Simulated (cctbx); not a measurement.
# Ba3V: precision against data quality

Space group P-6m2 (no. 187), a = 3.8930 Å, b = 3.8930 Å, c = 13.1140 Å, α = 90.00°, β = 90.00°, γ = 120.00°.

```csv
atom,mult.,x,y,z,Ueq (Å²)
Ba1,2,2/3,1/3,0.2545,0.0065
Ba2,1,0,0,0,0.0097
V1,1,0,0,1/2,0.0085
```

The model is made up (kin elements in a known structure type, no relaxation), so it says nothing on whether the phase exists.

Five simulated data sets (cctbx; Ag Kα, λ = 0.56087 Å; 3 % proportional error) differ in resolution or exposure (noise floor 15 counts in the first three, 8 in the last two). Each is refined with the right model, isotropic at 1.1 Å and anisotropic otherwise. How do the figures of merit and the uncertainties move?

| d min (Å) | top counts | ⟨I/σ⟩ (unmerged, absences included) | unique | param. (scale apart) | Rint | R1 | GooF | largest s.u. xyz (fractional) | s.u. U of V1 (Å²) | largest error (Å) |
| --- | --- | --- | --- | --- | --- | --- | --- | --- | --- | --- |
| 1.1 | 70000 | 26.5 | 85 | 4 | 0.021 | 0.0068 | 1.03 | 0.00003 | 0.0004 | 0.0008 |
| 0.84 | 70000 | 25.0 | 162 | 7 | 0.024 | 0.0058 | 0.87 | 0.00002 | 0.0002 | 0.0000 |
| 0.6 | 70000 | 22.3 | 393 | 7 | 0.024 | 0.0066 | 0.92 | 0.00001 | 0.0001 | 0.0000 |
| 0.75 | 300 | 2.3 | 220 | 7 | 0.241 | 0.0474 | 0.87 | 0.00073 | 0.0050 | 0.0018 |
| 0.75 | 3000 | 9.5 | 220 | 7 | 0.051 | 0.0169 | 0.86 | 0.00010 | 0.0007 | 0.0010 |

The number of reflections grows roughly as 1/d³: 85, 162 and 393 here. R1 follows the noise rather than the truth: at 300 counts it is 0.0474, at 3000 counts 0.0169, while GooF is 0.87 and 0.86: the weights 1/σ² carry the noise. The s.u. of U (U11 where anisotropic) for V1 goes 0.0004, 0.0002, 0.0001 Å² with resolution and 0.0050, 0.0007 Å² with exposure.

Hardware for the 0.6 Å refinement: 0.48 s on 1 thread of Arm Neoverse N1 (shared host), peak memory 0.09 GiB.

[Logs are printed without paths, hosts, clocks, repeated set-up lines and the standing remarks that a program may print on its own settings, such as how far it seeks lower states.]
